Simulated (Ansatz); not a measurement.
# In2Au (Fm-3m): Grüneisen parameters, part 2 of 2

Does In2Au (Fm-3m) expand much on heating, by its phonons?

Ansatz 0.2.0; DFT PBEsol, scalar-relativistic, plane waves, PAW; PAW set soft_1.

So far, highest frequency on path, mesh or solved points (cm⁻¹): step 2 (the dispersion) 149; step 4 (phonons at the other volume, volume ratio 0.97) 160.

The database entry behind the starting cell differs from other determinations of this structure, so it need not match the best structure at room temperature.

## (5) Relaxing at another volume, volume ratio 1.03

The volume is scaled by 1.03 and held; symmetry leaves nothing to relax, so this is a single point. The modes can then be followed against volume.

Contents of input.yaml:

```yaml
crystal:
  lattice:
    - [0.0, 3.301594479, 3.301594479]
    - [3.301594479, 0.0, 3.301594479]
    - [3.301594479, 3.301594479, 0.0]
  atoms:
    - { symbol: In, position: [0.25, 0.25, 0.25] }
    - { symbol: In, position: [0.75, 0.75, 0.75] }
    - { symbol: Au, position: [0.0, 0.0, 0.0] }
kpoints:
  mp_grid: { grid: [12, 12, 12] }
hamiltonian:
  xc: pbesol
  pseudopotentials: { kind: paw, azcp: { folder: soft_1 }, xc_functional: pbe }
scf:
  occupations: { method: methfessel_paxton, width: 0.2 }
output:
  forces: true
  stress: true
  eigenvalues: true
```

Command:

```bash
$ ansatz run input.yaml --threads 4 --pin off --max-ram 10240MiB --backend cpu --events-out ev --progress --plain --runs-dir out
```

What it wrote:

```text
[...]
Crystal: 3 atoms, lattice volume = 71.978 Å³
Basis set: ecut = 420 eV, 1411 PW (Γ), exchange–correlation on 64×64×64 points (8 copies of the dense FFT grid, shifted against one another)
Bands: 27, of which v1, the nominal top of the filled ones, is band 23 counted from 1 (22 counted from 0)
Symmetry: 48 space group operations
[...]
k-points: 72 of 1728
[...]
--- Band table (eV; the first three rows and the last of 72) ---
  k-point 0: bands = [... 19 lower, 7.4490, 12.1069, 15.0324, 15.0324, 15.0324, 15.7001, 15.7001, 15.7001]
  k-point 1: bands = [... 19 lower, 7.4406, 11.9969, 13.9781, 14.6669, 14.6669, 15.6312, 15.9911, 15.9911]
  k-point 2: bands = [... 19 lower, 7.4211, 11.2936, 13.2532, 14.1304, 14.1304, 15.7291, 16.1548, 16.1548]
  k-point 71: bands = [... 19 lower, 7.6496, 8.2500, 8.2500, 10.0317, 15.5211, 15.5211, 16.9314, 17.7288]
[key lines of the parts left out:]
SCF converged after 10 iterations
Free energy (F): -24060.520677 eV
Fermi energy:    12.068482 eV
P = ⅓ Tr σ = -1.7859 GPa (-17.859 kbar)
```

The job ended after 2.2 s (4 threads of Arm Neoverse V2, shared host; peak memory 0.43 GiB; 8 s of CPU time).

Read from the output:

```yaml
pressure: -1.786 GPa
volume_per_atom: 23.99 Å³
```

The run ends at a pressure of -1.79 GPa.

## (6) Phonons at the other volume, volume ratio 1.03

The phonons are repeated at this volume on the same meshes, so that differences come from the volume alone.

input.yaml: that of step 5 with these lines changed.

```diff
@@ -17,4 +17,11 @@
 output:
-  forces: true
-  stress: true
   eigenvalues: true
+phonons:
+  method: dfpt
+  qmesh: [4, 4, 4]
+  temperatures: { t_max: 1000, t_step: 50 }
+  qpath:
+    path:
+      - [[0.0, 0.0, 0.0], [0.5, 0.0, 0.5], [0.625, 0.25, 0.625]]
+      - [[0.375, 0.375, 0.75], [0.0, 0.0, 0.0], [0.5, 0.5, 0.5], [0.5, 0.25, 0.75], [0.5, 0.0, 0.5]]
+    npoints: 10
```

What it wrote:

```text
[...]
Crystal: 3 atoms, lattice volume = 71.978 Å³
Basis set: ecut = 420 eV, 1411 PW (Γ), exchange–correlation on 64×64×64 points (8 copies of the dense FFT grid, shifted against one another)
Bands: 27, of which v1, the nominal top of the filled ones, is band 23 counted from 1 (22 counted from 0)
Symmetry: 48 space group operations
k-points: 72 of 1728
[...]
k-point 71: bands = [... 19 lower, 7.6497, 8.2500, 8.2500, 10.0318, 15.5211, 15.5211, 16.9314, 17.7287]
[...]
ASR residual: 2.607e-5 → 0.000e0 eV/Å²; symmetrization residual: 6.104e-6 eV/Å²
  ASR residual per site (eV/Å²): 7.31e-6 7.31e-6 2.61e-5
  Γ frequencies (cm⁻¹): 0.00 0.00 0.00 109.36 109.36 109.36 112.08 112.08 112.08
--- Phonons (arbitrary-q DFPT): 8 irreducible q on the 4×4×4 mesh ---
[...]
interpolated dispersion: 62 rows × 9 modes
[...]
[key lines of the parts left out:]
SCF converged after 12 iterations
Free energy (F): -24060.520677 eV
Fermi energy:    12.068492 eV
```

It took 13 min on 4 threads; peak memory 6.2 GiB.

Numbers from this step:

| Item | Value |
| --- | --- |
| sum-rule residual before enforcement | 2.61e-5 eV/Å² |
| highest frequency on path, mesh or solved points | 138.8 cm⁻¹ |
| mean frequency | 89.3 cm⁻¹ |
| Debye temperature (second moment) | 177 K |
| logarithmic mean frequency | 81.6 cm⁻¹ |
| highest optical mode at the zone centre (no LO-TO term) | 112.1 cm⁻¹ |
| lowest optical zone-centre mode | 109.4 cm⁻¹ |
| lowest mode on the q mesh (acoustic modes at Γ apart) | 25.61 cm⁻¹ |
| zero-point energy per atom | 16.6 meV |
| heat capacity at 300 K | 24.51 J/(mol atoms K) |
| vibrational entropy at 300 K | 48.57 J/(mol atoms K) |

The highest optical mode at the zone centre (no LO-TO term) is 112.1 cm⁻¹, -8.6 cm⁻¹ against the base run.

## (7) Grüneisen parameters

The Grüneisen parameter of a mode is minus the logarithmic change of its frequency with volume, −d ln ω / d ln V; weighted by heat capacity it gives the expansion.

This step gave:

```yaml
bulk_modulus: 67.1 GPa
```

Phonon branches along the path, in cm⁻¹:

| point | branch 1 | branch 2 | branch 3 | branch 4 | branch 5 | branch 6 | branch 7 | branch 8 | branch 9 |
| --- | --- | --- | --- | --- | --- | --- | --- | --- | --- |
| Γ | 0 | 0 | 0 | 116 | 116 | 116 | 121 | 121 | 121 |
| halfway | 33 | 33 | 70 | 95 | 95 | 99 | 128 | 138 | 138 |
| X | 55 | 55 | 77 | 77 | 77 | 89 | 133 | 147 | 147 |
| halfway | 54 | 58 | 72 | 77 | 79 | 97 | 135 | 146 | 146 |
| U | 51 | 66 | 66 | 78 | 84 | 110 | 135 | 144 | 145 |
| jump to K | 51 | 66 | 66 | 78 | 84 | 110 | 135 | 144 | 145 |
| halfway | 31 | 37 | 68 | 92 | 105 | 105 | 129 | 130 | 137 |
| Γ | 0 | 0 | 0 | 116 | 116 | 116 | 121 | 121 | 121 |
| halfway | 26 | 26 | 62 | 98 | 107 | 107 | 128 | 128 | 131 |
| L | 32 | 32 | 79 | 102 | 102 | 120 | 125 | 134 | 134 |
| halfway | 43 | 53 | 75 | 87 | 91 | 121 | 128 | 138 | 143 |
| W | 59 | 66 | 66 | 76 | 77 | 126 | 126 | 141 | 149 |
| halfway | 57 | 58 | 72 | 76 | 77 | 104 | 137 | 142 | 148 |
| X | 55 | 55 | 77 | 77 | 77 | 89 | 133 | 147 | 147 |

The same for volume x 0.97:

| point | branch 1 | branch 2 | branch 3 | branch 4 | branch 5 | branch 6 | branch 7 | branch 8 | branch 9 |
| --- | --- | --- | --- | --- | --- | --- | --- | --- | --- |
| Γ | 0 | 0 | 0 | 123 | 123 | 123 | 130 | 130 | 130 |
| X | 55 | 55 | 83 | 83 | 84 | 97 | 141 | 158 | 158 |
| U | 52 | 68 | 71 | 85 | 91 | 120 | 144 | 154 | 155 |
| K | 52 | 68 | 71 | 85 | 91 | 120 | 144 | 154 | 155 |
| Γ | 0 | 0 | 0 | 123 | 123 | 123 | 130 | 130 | 130 |
| L | 32 | 32 | 83 | 110 | 110 | 128 | 135 | 144 | 144 |
| W | 61 | 69 | 69 | 82 | 84 | 136 | 136 | 149 | 160 |
| X | 55 | 55 | 83 | 83 | 84 | 97 | 141 | 158 | 158 |

The same for volume x 1.03:

| point | branch 1 | branch 2 | branch 3 | branch 4 | branch 5 | branch 6 | branch 7 | branch 8 | branch 9 |
| --- | --- | --- | --- | --- | --- | --- | --- | --- | --- |
| Γ | 0 | 0 | 0 | 109 | 109 | 109 | 112 | 112 | 112 |
| X | 54 | 54 | 70 | 71 | 71 | 82 | 127 | 138 | 138 |
| U | 50 | 62 | 63 | 72 | 78 | 102 | 127 | 134 | 136 |
| K | 50 | 62 | 63 | 72 | 78 | 102 | 127 | 134 | 136 |
| Γ | 0 | 0 | 0 | 109 | 109 | 109 | 112 | 112 | 112 |
| L | 32 | 32 | 75 | 95 | 95 | 113 | 116 | 124 | 124 |
| W | 57 | 62 | 62 | 70 | 71 | 117 | 117 | 133 | 139 |
| X | 54 | 54 | 70 | 71 | 71 | 82 | 127 | 138 | 138 |

The first set of phonon branches as a text plot (rows in cm⁻¹):

```
    156 |
    150 |           ***                                 *********
    143 |       ****   *********                     *******  **
    136 |    ***    ******* *** **              ********    *****
    130 |  **  *****       * ********     *******  ******  *
    123 |******             *    **********      ***********
    116 |**                * **     *****       *           *
    110 |  **            **    * *****  *****  *             *
    103 |   ***         *      *****      *  *******          *
     96 |      **      *     **  *         **      ***
     90 |       *******    **  **                    ***       **
     83 |        ***    *** ***                        **
     77 |       *   ********                   ********  ********
     70 |      *       *** ******            **        *** ****
     63 |               ****     *          *           *****
     57 |    **     ****    *                          * ********
     50 |   *     **    **** **   **       *         ****
     43 |        *          *  *          *         * *
     37 |       *            ****   *              ***
     30 |  *   *                **       *   ******
     23 |   ***                   **       **
     17 | *                         **  * *
     10 | **                         *   *
      3 |*                            ***
         Γ           X  U|K            Γ         L        W     X
```

Mode Grueneisen parameter -dln(w)/dln(V), modes matched by rank; at Γ the acoustic branches take the value of a neighbouring point of the path. The mode Grüneisen parameters at the labelled points ():

| point | branch 1 | branch 2 | branch 3 | branch 4 | branch 5 | branch 6 | branch 7 | branch 8 | branch 9 |
| --- | --- | --- | --- | --- | --- | --- | --- | --- | --- |
| Γ | 1.99 | 1.99 | 1.80 | 1.99 | 1.99 | 1.99 | 2.47 | 2.47 | 2.47 |
| halfway | 1.40 | 1.40 | 2.37 | 2.25 | 2.25 | 2.36 | 2.35 | 2.30 | 2.30 |
| X | 0.49 | 0.49 | 2.74 | 2.69 | 2.77 | 2.72 | 1.78 | 2.27 | 2.27 |
| halfway | 0.53 | 0.80 | 2.60 | 2.84 | 2.63 | 2.68 | 1.84 | 2.31 | 2.29 |
| U | 0.62 | 1.67 | 1.97 | 2.78 | 2.52 | 2.61 | 2.10 | 2.33 | 2.24 |
| jump to K | 0.62 | 1.67 | 1.97 | 2.78 | 2.52 | 2.61 | 2.10 | 2.33 | 2.24 |
| halfway | 0.96 | 1.31 | 1.78 | 2.32 | 2.35 | 2.26 | 2.44 | 2.42 | 2.18 |
| Γ | 2.10 | 1.43 | 1.84 | 1.99 | 1.99 | 1.99 | 2.47 | 2.47 | 2.47 |
| halfway | 0.64 | 0.64 | 1.78 | 2.33 | 2.21 | 2.21 | 2.44 | 2.44 | 2.23 |
| L | 0.16 | 0.16 | 1.84 | 2.30 | 2.30 | 2.08 | 2.55 | 2.42 | 2.42 |
| halfway | 0.73 | 1.55 | 1.83 | 2.59 | 2.43 | 2.35 | 2.50 | 2.18 | 2.37 |
| W | 1.05 | 1.65 | 1.65 | 2.81 | 2.85 | 2.48 | 2.48 | 1.91 | 2.34 |
| halfway | 0.79 | 0.89 | 2.36 | 2.80 | 2.83 | 2.61 | 1.86 | 2.36 | 2.30 |
| X | 0.49 | 0.49 | 2.74 | 2.69 | 2.77 | 2.72 | 1.78 | 2.27 | 2.27 |

The mode Grüneisen parameters as a text plot (rows in , shown from 0.2 to 2.8 only):

```
   2.78 |            ******                              ********
   2.67 |         *******  *                           **     ***
   2.56 |        *  *  ******                    ***  * *   **
   2.45 |****** * **    *  **************  ****************** *
   2.34 | *********** *******  *******  ************************
   2.23 |  ******    **  ************    ********   ***      * **
   2.12 | **     *        ******    *******      ***   *    *
   2.01 |** *     **     **          ***                *    *
   1.90 |  *            *   *     ***   ***    *         **** *
   1.79 |** *       ****     *****   ***   **** *********  *   **
   1.68 |                 * ***                        ****
   1.57 |    **            *            *             *
   1.46 |                      *  ** *** *                 *
   1.35 |      *                * ***                *
   1.24 |       *        *       *        *                 *
   1.13 |                        *
   1.02 |        *      *                  *        *    *** *
   0.91 |                       *                      **   **
   0.80 |         **   *     ***                              *
   0.69 |                  **               *      *  *       *
   0.58 |           * *****                          *         **
   0.46 |            **                      *      *           *
   0.35 |                                         **
   0.24 |                                     *   *
         Γ           X  U|K            Γ         L        W     X
```

(dS/dlnV)/C_V. Thermodynamic Grueneisen parameter against temperature:

| temperature (K) | thermodynamic Grueneisen parameter |
| --- | --- |
| 50 | 1.87 |
| 100 | 1.99 |
| 150 | 2.02 |
| 200 | 2.02 |
| 250 | 2.03 |
| 300 | 2.03 |
| 350 | 2.03 |
| 400 | 2.03 |
| 450 | 2.04 |
| 500 | 2.04 |
| 550 | 2.04 |
| 600 | 2.04 |
| 650 | 2.04 |
| 700 | 2.04 |
| 750 | 2.04 |
| 800 | 2.04 |
| 850 | 2.04 |
| 900 | 2.04 |
| 950 | 2.04 |
| 1000 | 2.04 |

Gamma C_V/(B V) at the static volume. Table of volume expansion by temperature:

| temperature (K) | volume expansion (1e-6/K) |
| --- | --- |
| 50 | 27.8 |
| 100 | 44.6 |
| 150 | 49.5 |
| 200 | 51.4 |
| 250 | 52.3 |
| 300 | 52.8 |
| 350 | 53.1 |
| 400 | 53.3 |
| 450 | 53.4 |
| 500 | 53.5 |
| 550 | 53.6 |
| 600 | 53.6 |
| 650 | 53.7 |
| 700 | 53.7 |
| 750 | 53.8 |
| 800 | 53.8 |
| 850 | 53.8 |
| 900 | 53.8 |
| 950 | 53.8 |
| 1000 | 53.9 |

## (8) What came out

| Item | Value |
| --- | --- |
| bulk modulus | 67.1 GPa |
| thermodynamic Grüneisen parameter at 300 K | 2.032 |
| volume expansion at 300 K, estimated | 52.78 × 10⁻⁶ K⁻¹ |

By this estimate the volume grows by 52.8 × 10⁻⁶ per kelvin at 300 K. The highest optical mode at Γ goes from 130 to 112 cm⁻¹ as the cell grows, a Grüneisen parameter of 2.47. Mode parameters on the path run from 0.16 to 2.9, with a median of 2.3. Branches are matched by rank, so values near crossings are rough. The expansion is the Grüneisen estimate at the static volume, with the static bulk modulus. With no gap, or one that is small against the smearing, the frequencies hang on the k mesh and the smearing, most of all near Kohn anomalies. The phonon runs are without spin polarisation, although the cell has an odd electron count. Spin-orbit coupling is left out, which can matter for the heavy elements here. The PAW files were made for PBE and serve the other functionals too. A phonon run warned that its eigensolver left some bands unconverged in a pass.

[Long decimals in the printed logs are rounded to 6 places.]

[Logs are printed without paths, hosts, clocks, repeated set-up lines and the standing remarks that a program may print on its own settings, such as how far it seeks lower states.]

[Hosts, paths, dates, database ids (printed as entryN), source tags and the programs' standing remarks are cut or masked in the printed files.]

[Where the starting crystal was built by hand or by swapping elements, it need not be the compound's stable phase.]
